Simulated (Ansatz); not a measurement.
**AlN (F-43m):La_Al, thermodynamic levels from a 54-atom cell**

Wanted: the transition levels of a substitutional impurity in AlN (F-43m), from a cell of 54 host atoms with 1 Al taken out and 1 La put in.

Calculated with Ansatz 0.2.0; place-levels on r2SCAN runs: charge-transition levels and formation energies with image-charge correction and potential alignment at the atomic sites; PAW set soft_1.

## (1) Set-up

The cell holds 54 atoms: 26 Al, 27 N and 1 La. Cell: a = 9.269 Å, b = 9.269 Å, c = 9.269 Å, α = 60.0°, β = 60.0°, γ = 60.0°. It derives from AlN (space group F-43m). Nearest the centre at fractional (0.333, 0.667, 0.667): La35 at 0.00 Å, N34 at 1.89 Å, N30 at 1.89 Å, N18 at 1.89 Å, N36 at 1.89 Å, Al23 at 3.09 Å, Al31 at 3.09 Å, Al5 at 3.09 Å.

Coordinates:

```xyz
54
Lattice="0.0000 6.5542 6.5542 6.5542 0.0000 6.5542 6.5542 6.5542 0.0000" Properties=species:S:1:pos:R:3 pbc="T T T"
Al    0.0000    0.0000    0.0000
N     1.0924    1.0924    1.0924
Al    2.1847    2.1847    0.0000
N     3.2771    3.2771    1.0924
Al    4.3695    4.3695    0.0000
N     5.4618    5.4618    1.0924
Al    2.1847    0.0000    2.1847
N     3.2771    1.0924    3.2771
Al    4.3695    2.1847    2.1847
N     5.4618    3.2771    3.2771
Al    6.5542    4.3695    2.1847
N     7.6466    5.4618    3.2771
Al    4.3695    0.0000    4.3695
N     5.4618    1.0924    5.4618
Al    6.5542    2.1847    4.3695
N     7.6466    3.2771    5.4618
Al    8.7389    4.3695    4.3695
N     9.8313    5.4618    5.4618
Al    0.0000    2.1847    2.1847
N     1.0924    3.2771    3.2771
Al    2.1847    4.3695    2.1847
N     3.2771    5.4618    3.2771
Al    4.3695    6.5542    2.1847
N     5.4618    7.6466    3.2771
Al    2.1847    2.1847    4.3695
N     3.2771    3.2771    5.4618
Al    4.3695    4.3695    4.3695
N     5.4618    5.4618    5.4618
Al    6.5542    6.5542    4.3695
N     7.6466    7.6466    5.4618
Al    4.3695    2.1847    6.5542
N     5.4618    3.2771    7.6466
Al    6.5542    4.3695    6.5542
N     7.6466    5.4618    7.6466
La    8.7389    6.5542    6.5542
N     9.8313    7.6466    7.6466
Al    0.0000    4.3695    4.3695
N     1.0924    5.4618    5.4618
Al    2.1847    6.5542    4.3695
N     3.2771    7.6466    5.4618
Al    4.3695    8.7389    4.3695
N     5.4618    9.8313    5.4618
Al    2.1847    4.3695    6.5542
N     3.2771    5.4618    7.6466
Al    4.3695    6.5542    6.5542
N     5.4618    7.6466    7.6466
Al    6.5542    8.7389    6.5542
N     7.6466    9.8313    7.6466
Al    4.3695    4.3695    8.7389
N     5.4618    5.4618    9.8313
Al    6.5542    6.5542    8.7389
N     7.6466    7.6466    9.8313
Al    8.7389    8.7389    8.7389
N     9.8313    9.8313    9.8313
```

Screening for the image-charge correction: ε∞ = 4.64, ε0 = 8.51, computed on the host (DFPT, PBEsol, on the r2SCAN cell), and a cell off the functional's own equilibrium shifts the ionic part.

The cell's shortest repeat is 9.3 Å.

## (2) Charge states

A transition level is the Fermi level at which two charge states cost the same, so each charge needs its own total energy, at its own relaxed structure.

Each atom starts 0.05 Å or so off its site in a random direction: a symmetric start keeps its symmetry, and would miss off-centre moves and Jahn–Teller distortions. Forces are taken at one point at (¼, ¼, ¼). The cell holds 1 electron more than the neutral one, with a uniform background that keeps it neutral on the whole. The electron count is odd, so at least one spin is unpaired; this run locks the moment at 1 μB.

The sampling was tested on the host first: at the k-points planned (1x1x1 shifted 0.25 0.25 0.25) its energy lies 0.045 eV an atom from the dense-mesh value, so the final energies take a denser sampling.

One of the inputs; charge, spin and start change from state to state.

The input, qm1_M1.relax/input.yaml:

```yaml
crystal:
  lattice:
    - [0.0, 2.18472995, 2.18472995]
    - [2.18472995, 0.0, 2.18472995]
    - [2.18472995, 2.18472995, 0.0]
  atoms:
    - { symbol: Al, position: [0.0, 0.0, 0.0] }
    - { symbol: "N", position: [0.25, 0.25, 0.25] }
  supercell: [3, 3, 3]
  defects: [{ substitution: { at: 34, symbol: La } }]
total_charge: -1
basis:
  ecutwfc: 500
  xc_grid: 2
hamiltonian:
  xc: r2scan
  pseudopotentials: { kind: paw, azcp: { folder: soft_1 } }
kpoints:
  mp_grid: { grid: [1, 1, 1], shift: [0.25, 0.25, 0.25] }
magnetization:
  spin_polarized: true
  initial_magnetization: 1
  spin_locking: { lock_magnetization: hard }
scf:
  occupations: { method: fixed }
  max_iter: 100
output:
  forces: true
  charged_corrections: { epsilon: 4.64, static_epsilon: 8.51 }
relax:
  f_tol: 0.02
  max_steps: 80
  random_displacement: { amplitude: 0.05, seed: 264 }
checkpoint:
  write: "../qm1_M1.relax.run"
  compress: false
  write_wavefunctions: true
  write_every: 100000
```

The run is started by

```sh
$ ansatz run input.yaml --threads 4 --pin off --max-ram 7536MiB --backend cpu --events-out ev --progress --plain --runs-dir out
```

Defect states can disperse in a cell of this size, so the energy is taken again at a 2×2×2 shifted mesh, on the relaxed structure.

The run of this state that the levels use, under r2SCAN:

The input, qm1_M1.point/input.yaml:

```yaml
crystal:
  checkpoint: "../qm1_M1.relax.run"
  host: checkpoint
total_charge: -1
basis:
  ecutwfc: 500
  xc_grid: 2
hamiltonian:
  xc: r2scan
  pseudopotentials: { kind: paw, azcp: { folder: soft_1 } }
kpoints:
  mp_grid: { grid: [2, 2, 2], shift: [0.5, 0.5, 0.5] }
magnetization:
  spin_polarized: true
  initial_magnetization: 1
  spin_locking: { lock_magnetization: hard }
scf:
  occupations: { method: fermi_dirac, width: 0.01 }
  max_iter: 100
output:
  forces: true
  eigenvalues: true
  charged_corrections:
    epsilon: 4.64
    static_epsilon: 8.51
    defect_position: [0.333333, 0.666667, 0.666667]
  eigenstates: { localisation: true }
  populations: true
  efg: {}
  band_densities: [{ bands: [v1, v1] }, { bands: [c1, c1] }]
  write_density: true
  write_potential: true
  volumetric_format: npy
checkpoint:
  read: "../qm1_M1.relax.run"
  write: "../qm1_M1.point.run"
  compress: false
  write_wavefunctions: false
  write_every: 100000
```

Relaxations under r2SCAN at one point at (¼, ¼, ¼); times on 4 threads of Intel Xeon Platinum 8559C (Emerald Rapids), shared host:

```
charge  moment (μB)  occupations    outcome  steps  largest displacement against the far atoms (Å)     time
    −1            1        fixed  converged     17                                            0.43  2.7 min
     0            0        fixed  converged      6                                            0.34     26 s
    +1            1        fixed  converged     17                                            0.53  2.6 min
```

Single points under r2SCAN at a 2×2×2 shifted mesh; times on 4 threads of Intel Xeon Platinum 8559C (Emerald Rapids), shared host:

```
charge  moment (μB)  occupations    outcome  time
    −1            1  fermi-dirac  converged  61 s
     0            0  fermi-dirac  converged  19 s
    +1            1  fermi-dirac  converged  53 s
```

Distances (Å) from La35 to the nearest atoms after relaxation with r2SCAN:

```
charge  moment (μB)      1.      2.      3.      4.       5.       6.
    −1            1  N 2.23  N 2.23  N 2.25  N 2.25  Al 3.12  Al 3.12
     0            0  N 2.22  N 2.22  N 2.22  N 2.25  Al 3.12  Al 3.12
    +1            1  N 2.20  N 2.21  N 2.24  N 2.26  Al 3.01  Al 3.02
```

## (3) Levels against the band edges, r2SCAN

A charged cell interacts with its images and the background, and its potential has another zero than the host's. place-levels removes the first by a point-charge model, screened by the static dielectric constant since the ions have relaxed around the charge, and the second by comparing potentials at atoms far from the defect.

The host is a run of the defect-free crystal in the same cutoffs, grids and k-points, so that basis and sampling errors cancel in part in the differences. The host is run in a cell of 2 atoms on a matching mesh. Its band edges are searched through the zone by a band path, so the gap is smaller than, or equal to, that on the mesh. Chemical potentials are energies per atom of Al (fcc) and La (dhcp), run with the same functional and cutoff.

The input, levels.point.yaml:

```yaml
host:
  run: host.point.run
states: [qm1_M1.point.run, q0.point.run, qp1_M1.point.run]
geometry_from:
  qm1_M1.point.run: qm1_M1.relax.run
  q0.point.run: q0.relax.run
  qp1_M1.point.run: qp1_M1.relax.run
  host.point.run: host.relax.run
chemical_potentials:
  Al:
    energy: -540.418346
    dataset: <sha256 of the dataset>
  La:
    energy: -6264.872275
    dataset: "<sha256 of the dataset>"
epsilon: 4.64
static_epsilon: 8.51
vertical:
  - { from: qm1_M1.point.run, to: qm1_M1.point_neutral.run }
  - { from: qp1_M1.point.run, to: qp1_M1.point_neutral.run }
```

The run is started by

```sh
$ ansatz place-levels levels.point.yaml -- --threads 4 --pin off --max-ram 7536MiB
```

Numbers of over 12 decimals in the logs are rounded to 6 here.

Output:

```text
[... repeated set-up lines and file paths are left out, and long positions are rounded to six places ...]
(+1/0) 0.686 eV above the valence edge, 3.232 eV under the conduction edge
(0/-1) 4.447 eV above the valence edge (+4.655 eV without the band-filling correction), in the conduction band
formation energy of charge +1: +3.661 eV with the Fermi level at the valence edge
formation energy of charge 0: +4.347 eV with the Fermi level at the valence edge
formation energy of charge -1: +8.794 eV with the Fermi level at the valence edge
vertical -1 to 0: no energy, since no alignment is typed
  the change from vertical[0].from (qm1_M1.point.run) to vertical[0].to (qm1_M1.point_neutral.run): by its potential at epsilon 4.64 it stands at 0.640 0.595 0.595, with an rms radius of about 2.7 Å (1.7 1.4 1.4 Å across the planes of the cell's vectors); [...]
vertical +1 to 0: no energy, since no alignment is typed
  the change from vertical[1].from (qp1_M1.point.run) to vertical[1].to (qp1_M1.point_neutral.run): by its potential at epsilon 4.64 it stands at 0.410 0.580 0.752, with an rms radius of about 2.5 Å (1.1 2.2 0.5 Å across the planes of the cell's vectors); [...]
  edges by r2scan, gap 3.918 eV; the host is sampled to repeats of 18.54 Å
  the defect's cells are sampled to repeats of 18.54 Å, like sampling
  charge +1: -30795.3283 eV with its correction of +0.821 eV, at epsilon 8.51, aligned at sites: +0.5254 eV, mean over 19 atomic sites at or beyond 4.63 Å from the host's site at [0.3332, 0.6666, 0.6666] by the defect at [0.3333, 0.6667, 0.6667], with [...]
  charge 0: +0.000 eV for its dipole among its images, +0.000 omitted
  charge -1: -30776.5855 eV with its correction of -0.349 eV, at epsilon 8.51, aligned at sites: +0.6450 eV, mean over 19 atomic sites at or beyond 4.63 Å from the host's site at [0.3332, 0.6666, 0.6666] by the defect at [0.3333, 0.6667, 0.6667], with [...]
  of states[2] (qp1_M1.point.run): it parts from the run at its places by a charge that spreads by about 2.2 Å along one vector (1.3 Å or more is wide), by its potential at epsilon 4.64, taken for that of held ions (one typed too small widens it), where the [...]
  of states[1] (q0.point.run): its alignment with the host at atomic sites is doubtful: the mean over the far sites moves by +0.3339 eV from their farther parts to their nearer, more than 0.05 eV. [...]
  of states[0] (qm1_M1.point.run): it parts from the run at its places by a charge that spreads by about 1.7 Å along one vector (1.3 Å or more is wide), by its potential at epsilon 4.64, taken for that of held ions (one typed too small widens it), where the [...]
  of vertical[0].from (qm1_M1.point.run): stability_check_not_made; [...]
  of vertical[1].from (qp1_M1.point.run): stability_check_not_made; [...]
```

Run time: 0.26 s. Hardware: 4 threads of Intel Xeon Platinum 8559C (Emerald Rapids), shared host.

Levels between the charges placed, in eV above the valence top:

```
        gap (eV)  (+1/0)  (0/−1)
r2SCAN      3.92    0.69    4.45
```

Corrections by state:

```
charge  moment (μB)  image terms and alignment (eV)  band filling (eV)  ε used  over the lowest of its charge, as the program ranks them, band filling apart (eV)
    +1          1.0                           0.821                  -    8.51                                                                              0.000
     0          0.0                           0.000                  -       -                                                                              0.000
    −1          1.0                          -0.349             -0.208    8.51                                                                              0.000
```

The charged structures listed were also run neutral, and place-levels reads from each pair, by the potential or the spins, how wide the charge is by which they differ; that can be the carrier of either run.

```
charge  rms radius (Å)  spread where it is widest against the cell (Å)  wide from (Å)  reading
    +1             2.5                                            2.22           1.31     wide
    −1             2.7                                            1.73           1.31     wide
```

The neutral runs of these pairs need not share the spin of the lowest neutral state, and very wide values only mean spread over the cell.

From the program's caveats on the states, each cut to its opening words:

- charge +1 (1 μB): it parts from the run at its places by a charge that spreads by about 2.2 Å along one vector (1.3 Å or more is wide), by its potential at epsilon 4.64, taken [...]
- charge +1 (1 μB): its alignment with the host at atomic sites is doubtful: the mean over the far sites moves by +0.1586 eV from their farther parts to their nearer, more than [...]
- charge +1 (1 μB), −1 (1 μB): flagged: stability check not made
- charge 0: its alignment with the host at atomic sites is doubtful: the mean over the far sites moves by +0.3339 eV from their farther parts to their nearer, more than [...]
- charge −1 (1 μB): it parts from the run at its places by a charge that spreads by about 1.7 Å along one vector (1.3 Å or more is wide), by its potential at epsilon 4.64, taken [...]
- charge −1 (1 μB): a band-filling correction moves a carrier to the host's band edge, which changes its energy by -0.208 eV
- charge −1 (1 μB): its alignment with the host at atomic sites is doubtful: the mean over the far sites moves by +0.3470 eV from their farther parts to their nearer, more than [...]
- charge −1 (1 μB): the host's ions (past the first shell or, of a walk that freed a part, those that it held) aren't shown at rest: they stand up to 0.103 Å off their sites, 1.69 [...]

The host's formation energy from the elements is -1.603 eV per atom; it sets how far the chemical potentials can move.

Limit set by the element alone; other compounds of these elements are not counted. Chemical potentials from the elements' reference states: Al 0.00 eV, N -3.21 eV, La 0.00 eV. Formation energy by charge state (Al-rich; gap 3.92 eV):

```
charge  at valence top (eV)  at conduction bottom (eV)  correction included (eV)
    +1                 3.66                       7.58                      0.82
     0                 4.35                       4.35                      0.00
    −1                 8.79                       4.88                     -0.56
```

Fermi level (eV), lowest formation energy (eV) and a bar from the least value:
```
     0.00       3.66 
     0.36       4.02 ################
     0.71       4.35 ##############################
     1.07       4.35 ##############################
     1.42       4.35 ##############################
     1.78       4.35 ##############################
     2.14       4.35 ##############################
     2.49       4.35 ##############################
     2.85       4.35 ##############################
     3.21       4.35 ##############################
     3.56       4.35 ##############################
     3.92       4.35 ##############################
```

Limit set by the element alone; other compounds of these elements are not counted. Chemical potentials from the elements' reference states: N 0.00 eV, Al -3.21 eV, La 0.00 eV. Formation energy by charge state (N-rich; gap 3.92 eV):

```
charge  at valence top (eV)  at conduction bottom (eV)  correction included (eV)
    +1                 0.46                       4.37                      0.82
     0                 1.14                       1.14                      0.00
    −1                 5.59                       1.67                     -0.56
```

(Fermi level (eV), lowest formation energy (eV)): (0.00, 0.46), (0.36, 0.81), (0.71, 1.14), (1.07, 1.14), (1.42, 1.14), (1.78, 1.14), (2.14, 1.14), (2.49, 1.14), (2.85, 1.14), (3.21, 1.14), (3.56, 1.14), (3.92, 1.14)

## (4) The same at the relaxations' own k-points

The relaxations' own energies give the levels at their sampling, for comparison.

The input, levels.relax_mesh.yaml:

```yaml
host:
  run: host.relax.run
states: [qm1_M1.relax.run, q0.relax.run, qp1_M1.relax.run]
chemical_potentials:
  Al:
    energy: -540.418346
    dataset: <sha256 of the dataset>
  La:
    energy: -6264.872275
    dataset: "<sha256 of the dataset>"
```

The run is started by

```sh
$ ansatz place-levels levels.relax_mesh.yaml -- --threads 4 --pin off --max-ram 7536MiB
```

Output:

```text
(+1/0) 0.709 eV above the valence edge, 3.161 eV under the conduction edge
[...]
formation energy of charge +1: +3.169 eV with the Fermi level at the valence edge
formation energy of charge 0: +3.878 eV with the Fermi level at the valence edge
formation energy of charge -1: +8.210 eV with the Fermi level at the valence edge
  edges by r2scan, gap 3.870 eV; the host is sampled to repeats of 9.27 Å
[... the lines on each state left out ...]
```

Elapsed: 0.08 s, on 4 threads.

Levels between neighbouring charges, in eV above the valence top:

```
                        gap (eV)  (+1/0)  (0/−1)
one point at (¼, ¼, ¼)      3.87    0.71    4.33
  a 2×2×2 shifted mesh      3.92    0.69    4.45
```

Going from one point at (¼, ¼, ¼) to a 2×2×2 shifted mesh moves the levels that carry no band-filling term by up to 0.02 eV and formation energies against the elements by up to 0.58 eV; band-filling terms, which differ between samplings, are in these energies.

## (5) Results

| Quantity | Value |
| --- | --- |
| gap of the host | 3.92 eV (r2SCAN) |
| level (plus 1/0) | 0.69 eV above the valence top |
| level (0/minus 1) | 4.45 eV above the valence top, past the conduction bottom (4.66 eV above the valence top without the band-filling term) |
| lowest of the charges placed, just above the valence top (0.02 eV) | +1 |
| lowest of the charges placed, just below the conduction bottom (0.02 eV) | 0 |
| lowest formation energy at mid-gap of the charges run, Al-rich | 4.35 eV |
| lowest formation energy at mid-gap of the charges run, N-rich | 1.14 eV |

**Reading.** Of the charges placed (−1, 0 and +1), the lowest changes at 0.69 eV (+1/0) above the valence top, in a gap of 3.92 eV. (+1/0) lies nearer to a band edge than the share of the finite-size correction in it (0.82 eV), and that correction holds for a localised charge alone. Charges above +1 were not placed, so these runs say nothing of levels that involve them. States placed: +1 at 1 μB; 0 at 0 μB; −1 at 1 μB. Other spin states or structures, where not listed, weren't placed. The program finds carriers beyond a band edge of the host and adds a band-filling term at charge −1 (-0.21 eV); steps to such a charge show no bound level, and a defect level inside a band would be read the same way. La is taken at its element; compounds, which aren't counted here, bound the chemical potentials and would shift these formation energies. Going from one point at (¼, ¼, ¼) to a 2×2×2 shifted mesh moves the levels that carry no band-filling term by up to 0.02 eV and formation energies against the elements by up to 0.58 eV; band-filling terms, which differ between samplings, are in these energies. The program doubts the alignment of potentials for at least one state, a sign that the cell is small. What this leaves open: r2SCAN makes the gap too small and tends to spread out bound carriers; where a gas molecule sets a chemical potential or the host's formation energy, its binding is uncorrected; spin–orbit coupling, which can matter with heavy atoms, is left out; force components of up to 0.31 eV/Å remain in a run at the final settings.

[Logs are printed without paths, hosts, clocks, repeated set-up lines and the standing remarks that a program may print on its own settings, such as how far it seeks lower states.]

[Hosts, paths, dates, database ids (printed as entryN), source tags and the programs' standing remarks are cut or masked in the printed files.]

[Where a table of states has a column of steps, it counts the stored structures, which are thinned; the runs took as many ionic steps or more.]

[A defect's name tells the site on which it was built; relaxed atoms can leave that site.]

[For some hosts the program warned that the k-mesh of the response run may be too coarse for force constants and the static dielectric constant; such warnings are not shown here.]
